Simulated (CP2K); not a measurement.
Trifluoromethylacetonitrile has these distinct C atoms: C2 (bonded to C and N), C3 (bonded to 2 C and 2 H) and C4 (bonded to C and 3 F).

```xyz
9

N     2.4962   -0.8178    0.2152
C     1.5361   -0.1764    0.0834
C     0.3119    0.5976   -0.0806
C    -0.9212   -0.3026    0.0102
F    -0.9956   -0.9204    1.2116
F    -2.0617    0.4240   -0.1417
F    -0.9063   -1.2692   -0.9435
H     0.3053    1.1004   -1.0574
H     0.2352    1.3644    0.7028
```

Their partial C K spectra (CP2K XAS_TDP, all-electron GAPW, PBEh(45%), aug-cc-pVDZ, TDA, GW2X-corrected core level, no relativity) are given in random order, each times the number of alike atoms.

Gaussian full width 0.5 eV, oscillator strength per eV, alike atoms added, rows of zeros left out:

```tsv
E (eV)	curve 1	curve 2	curve 3
288.75	0.000	0.011	0.000
289.00	0.000	0.085	0.000
289.25	0.000	0.184	0.000
289.50	0.000	0.117	0.000
289.75	0.000	0.022	0.000
290.00	0.000	0.001	0.000
291.25	0.003	0.000	0.000
291.50	0.018	0.000	0.000
291.75	0.034	0.000	0.000
292.00	0.035	0.001	0.000
292.25	0.018	0.002	0.000
292.50	0.004	0.001	0.000
292.75	0.002	0.000	0.000
293.00	0.013	0.000	0.000
293.25	0.065	0.001	0.000
293.50	0.081	0.006	0.000
293.75	0.026	0.015	0.000
294.00	0.008	0.019	0.000
294.25	0.017	0.016	0.000
294.50	0.024	0.008	0.000
294.75	0.030	0.006	0.000
295.00	0.017	0.008	0.000
295.25	0.004	0.009	0.000
295.50	0.008	0.004	0.000
295.75	0.022	0.003	0.000
296.00	0.044	0.005	0.000
296.25	0.059	0.003	0.000
296.50	0.034	0.002	0.002
296.75	0.016	0.001	0.029
297.00	0.027	0.001	0.150
297.25	0.025	0.002	0.261
297.50	0.016	0.009	0.169
297.75	0.008	0.016	0.050
298.00	0.004	0.011	0.074
298.25	0.009	0.007	0.091
298.50	0.017	0.012	0.029
298.75	0.018	0.013	0.005
299.00	0.016	0.006	0.005
299.25	0.007	0.005	0.005
299.50	0.003	0.010	0.016
299.75	0.008	0.015	0.029
300.00	0.016	0.009	0.015
300.25	0.017	0.004	0.006
```

Q: Which curve belongs to which atom?

Curve 1: C3 (bonded to 2 C and 2 H), leading line at 291.68 eV (f = 0.013 an atom), ionisation energy 295.08 eV, term value 3.40 eV. Curve 2: C2 (bonded to C and N), leading line at 289.21 eV (f = 0.051 an atom), ionisation energy 294.64 eV, term value 5.43 eV. Curve 3: C4 (bonded to C and 3 F), leading line at 297.14 eV (f = 0.077 an atom), ionisation energy 300.92 eV, term value 3.78 eV. The leading line of an atom is its first one with 35 % of the strongest within 2.5 eV of its lowest line over the strength cut. A line lies at the core ionisation energy, which rises as an atom loses charge to its neighbours or to a π system, less the term value, which is large for a low π* or σ* orbital with weight on that atom.

[Banner, clock and machine lines of the logs are left out without a mark of their own.]

[Logs are printed without paths, hosts, clocks, repeated set-up lines and the standing remarks that a program may print on its own settings, such as how far it seeks lower states.]

[Hosts, paths, dates, database ids (printed as entryN), source tags and the programs' standing remarks are cut or masked in the printed files.]
